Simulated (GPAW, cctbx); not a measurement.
# How far are the atoms of CdSb2Rh2 from free atoms?

Question: by how much does bonding change the X-ray structure factors of CdSb2Rh2, and what does a routine refinement make of it?

The start was made by putting kin elements into a known structure type; the compound need not exist, or be stable, in this form. All numbers below are calculated.

## 1. Find the equilibrium geometry

The density hangs on the geometry, so cell and atoms are relaxed first, with the symmetry held. The cutoff is set higher than for the density because stress converges slowly with plane waves.

Settings: GPAW 26.7.0, PBE, 570 eV, 5×5×5 k-points, Fermi–Dirac width 0.1 eV, BFGS to 0.03 eV/Å.

```text
cell
1.0
     4.116000000    0.000000000    0.000000000
     0.000000000    4.116000000    0.000000000
    -2.058000000   -2.058000000    5.018500000
Sb Cd Rh
2 1 2
Direct
0.384900000 0.384900000 0.769800000
0.615100000 0.615100000 0.230200000
0.000000000 0.000000000 0.000000000
0.750000000 0.250000000 0.500000000
0.250000000 0.750000000 0.500000000
```

```console
$ OMP_NUM_THREADS=1 mpirun -n 4 gpaw python run.py > gpaw.log
```

```text
BFGS:    0      -21.701510        6.281019
BFGS:    1      -22.928924        4.127444
BFGS:    2      -24.050266        2.307181
BFGS:    3      -24.650670        1.026681
...
BFGS:   14      -24.815574        0.107069
BFGS:   15      -24.820520        0.083864
BFGS:   16      -24.821485        0.029069
cell  4.6262 4.6262 6.1335  112.16 112.16 90.00
volume 111.040 A^3, largest force 0.008 eV/A, largest stress 0.21 GPa
```

The cell moved far, while the k-mesh and basis were chosen for the start, so the final shape may be somewhat biased.

After 16 steps the volume has changed by +30.6 % and the energy by -3.120 eV; the largest stress left is 0.21 GPa. It took 4.9 min on 4 cores of Intel(R) Xeon(R) Platinum 8488C (Sapphire Rapids) (shared host), peak memory 1.5 GiB.

Relaxed structure: I4/mmm (no. 139), a = 4.6262 Å, b = 4.6262 Å, c = 10.3767 Å, α = 90.00°, β = 90.00°, γ = 90.00°.

```
atom  mult.    x  y       z
 Sb1      4    0  0  0.3645
 Cd1      2    0  0       0
 Rh1      4  1/2  0     1/4
```

## 2. The all-electron density

X-rays see the whole electron density, so the PAW density is rebuilt with its core regions. Subtracting spherical free atoms from the same code cancels the cores and leaves the deformation density Δρ, the part due to bonding.

Settings: PBE, 450 eV, 6×6×6 k-points, Fermi–Dirac width 0.1 eV; primitive cell of 5 atoms.

```console
$ OMP_NUM_THREADS=1 mpirun -n 4 gpaw python run.py > gpaw.log
```

```text
|iter:   1|       0s |  -25.321070 | +0.51 |       |
|iter:   2|       2s |  -25.247318 | -1.32 | -1.43 |
|iter:   3|       3s |  -27.132136 | -0.75 | -1.45 |
...
|iter:  12|      15s |  -24.611352c| -6.63 | -5.12c|
|iter:  13|      17s |  -24.611352c| -7.16 | -5.86c|
|iter:  14|      18s |  -24.611352c| -7.55c| -6.09c|
```

```text
gpts.py:43: UserWarning: Initial realspace grid (24,24,32) inconsistent with symmetries.
gpts.py:43: UserWarning: Initial realspace grid (24,24,32) inconsistent with symmetries.
gpts.py:43: UserWarning: Initial realspace grid (24,24,32) inconsistent with symmetries.
gpts.py:43: UserWarning: Initial realspace grid (24,24,32) inconsistent with symmetries.
gpts.py:70: UserWarning: Using symmetrized grid: (32,32,32).
gpts.py:70: UserWarning: Using symmetrized grid: (32,32,32).
gpts.py:70: UserWarning: Using symmetrized grid: (32,32,32).
gpts.py:70: UserWarning: Using symmetrized grid: (32,32,32).
grid (64, 64, 64)  electrons 240.000  moved by bonding 0.985 e
deformation density beyond 0.5 A of the nuclei: max 0.094, min -0.192 e/A^3
atom        x       y       z   Voronoi charge  moment
Sb1    0.3645  0.3645  0.7291      0.026       0.00
Sb2    0.6355  0.6355  0.2709      0.026       0.00
Cd3    0.0000  0.0000  0.0000      0.298       0.00
Rh4    0.7500  0.2500  0.5000     -0.176       0.00
Rh5    0.2500  0.7500  0.5000     -0.176       0.00
mean inner potential of superposed free atoms 21.170 V
total magnetic moment 0.000 muB
```

Deformation density in a plane through the shortest contact of the Sb atom at the origin, in 0.01 e/Å³ (clipped at ±99); x from -1.6 to 4.2 Å, y from 2.4 down to -2.4 Å:

```text
  .   .  -3  -2   0   0  -1  -3  -5  -5  -3  -1  -1   0   0   0
  .   .  -7  -2   0   0  -1  -1  -1  -1   0   0   0   0   0   0
  1 -14   0   2   1  -1  -1  -1   0   0   1   1   1   1   0   0
  2   4   7   5  -1  -4  -3  -1   0   0   0   1   2   1   1   0
  3   5   5   0  -4  -7  -5   0   1  -2  -4   1   2   1   1   1
  1   1  -1  -3   .  -3  -4   2   4  -3  -8   .   3  -2   0   1
 -1  -2  -3   .   .   .  -3   5   7  -4   .   .   .  -5  -1   0
 -1  -1  -2  -2   .  -2  -2   4   6   2   3   . -13  -2   1   0
  0   2   4   2  -1  -3  -2   2   3   2   3   2   4   6   3  -1
  0   4   9   8   3  -1  -1   0   1   2   2   4   7   6  -1  -6
 -3   0   5   6   3   0  -1   0   0   1   1   2   2  -1  -3  -3
 -2   0  -2  -1   0  -1  -1   0   0   0   0   0  -2  -2   .   .
  .   .  -3  -3  -2  -1   0   0   0   0  -1  -1  -2  -2   .   .
```

Atoms in or within 0.15 Å of the plane: Sb (4.1, -2.1), Sb (0.0, 0.0), Rh (2.6, 0.0), Rh (-1.5, 2.1) Å. Dots mark points within about 0.45 Å of a nucleus; large values next to them are atomic features.

Rh gains most (-0.18 e) and Cd loses most (+0.30 e), as electronegativity suggests. Such charges fall far short of formal ones, since overlapping free atoms already put density on their neighbours. Along the shortest contact from the Sb atom at the map's origin, Sb–Rh at 2.60 Å, Δρ is +0.07 e/Å³ at the midpoint: a modest build-up. At the midpoints of other shortest contacts it is +0.09 (Sb–Sb, 2.81 Å) and +0.03 (Rh–Rh, 3.27 Å) e/Å³. Point values carry grid noise of about 0.01 e/Å³. The run needed 14 iterations, 28 s.

## 3. From the density to structure factors

The Fourier components of Δρ, added to those of the free atoms, give the static X-ray structure factors; the Mott–Bethe relation turns them into the Fourier components V of the potential that fast electrons feel.

```text
static structure factors of the conventional cell: F in electrons, V (Mott-Bethe) in volts
   h  k  l      d  |F| table  |F| free   |F| DFT   change   |V| free  |V| DFT  change %
   0  0  2  5.1883   103.026   102.934   103.743    0.809     4.350    3.900    -10.3
   1  0  1  4.2253    33.966    33.941    34.210    0.269     1.663    1.564     -6.0
   1  1  0  3.2712   103.610   103.875   103.414   -0.461     3.561    3.663      2.9
   1  0  3  2.7702   220.439   220.432   220.230   -0.202     7.175    7.207      0.4
   1  1  2  2.7671   206.918   206.619   206.448   -0.171     6.735    6.762      0.4
   0  0  4  2.5942    64.891    64.528    64.125   -0.402     2.013    2.069      2.8
   2  0  0  2.3131   376.575   376.288   375.668   -0.620    11.453   11.521      0.6
   2  0  2  2.1127    82.825    82.767    82.020   -0.747     2.579    2.648      2.7
   1  1  4  2.0326   209.456   209.422   208.758   -0.664     6.102    6.158      0.9
   2  1  1  2.0290    28.537    28.656    28.591   -0.066     0.833    0.838      0.7
   1  0  5  1.8935   136.245   136.124   135.812   -0.312     3.685    3.708      0.6
   2  1  3  1.7755   189.648   189.513   189.199   -0.314     4.959    4.980      0.4
   0  0  6  1.7294     1.805     1.868     1.072   -0.796     0.228    0.277     21.6
   2  0  4  1.7265    53.361    53.244    53.081   -0.163     1.586    1.596      0.6
```

The largest X-ray change is +0.81 e on 002, 0.8 % of |F|. For electrons V goes as (Z − F)/g², and among components above 0.1 V the largest relative change is this: |V| of 006 moves by +21.6 % (0.23 to 0.28 V) against -42.6 % in |F|. The last three rows still change by up to 0.80 e; the table stops while the angles are still low. The tabulated Hartree–Fock atoms differ from the free DFT atoms by up to 0.36 e, so the choice of reference atom matters too.

## 4. What a spherical-atom refinement makes of it

Routine crystallography fits spherical atoms. To see the bias, intensities are simulated from tabulated atoms plus the DFT change ΔF, so that bonding alone can misfit (3716 reflections of the full sphere, merged to the counts below, to 0.5 Å, 0.5 % proportional noise plus counting noise, assumed isotropic U as listed, Δρ smeared by the mean U) and refined with cctbx over different ranges.

| range | data | R1 | GooF | U Sb1 (true 0.0042) | U Cd1 (true 0.0043) | U Rh1 (true 0.0044) | largest shift (Å) | Δρ max, min (e/Å³) |
| --- | --- | --- | --- | --- | --- | --- | --- | --- |
| all data | 312 | 0.0028 | 0.93 | 0.0042 | 0.0043 | 0.0044 | 0.0001 | 0.44, -0.50 |
| low resolution, d > 0.84 | 79 | 0.0020 | 0.89 | 0.0041 | 0.0043 | 0.0043 | 0.0001 | 0.10, -0.18 |
| high order, d < 0.75 | 208 | 0.0034 | 0.94 | 0.0042 | 0.0043 | 0.0044 | 0.0001 | 0.41, -0.32 |
| occupancies free, d > 0.7 | 127 | 0.0022 | 0.87 | 0.0042 | 0.0043 | 0.0043 | 0.0000 | 0.14, -0.23 |

With all data GooF is 0.93, so at this noise the bonding hardly shows; the top residual peak lies 1.78 Å from Cd and 2.01 Å from Sb. No U is off by more than 3 s.u. at low resolution. With Sb1 held at 1 and the scale free, the other occupancies refine to Cd1 1.000(0.001) and Rh1 0.998(0.001), within three s.u. of full.

## 5. Answer

Bonding moves 0.98 e in the primitive cell of CdSb2Rh2 and changes the structure factors of the conventional cell in the table above by at most 0.81 e (002, 0.8 %), and among reflections above 2 % of the strongest by up to 0.9 % (202). The shortest bond, Sb–Rh, has Δρ = +0.07 e/Å³ at its midpoint. With all data GooF is 0.93, so at this noise the bonding hardly shows. Limits: static density, frozen cores, no spin–orbit coupling.

[Outputs are excerpts: Python notices, other lines and further rows are left out; steps that failed or that the build refused (PBEsol, TPSS) are not shown.]

[Logs are printed without paths, hosts, clocks, repeated set-up lines and the standing remarks that a program may print on its own settings, such as how far it seeks lower states.]
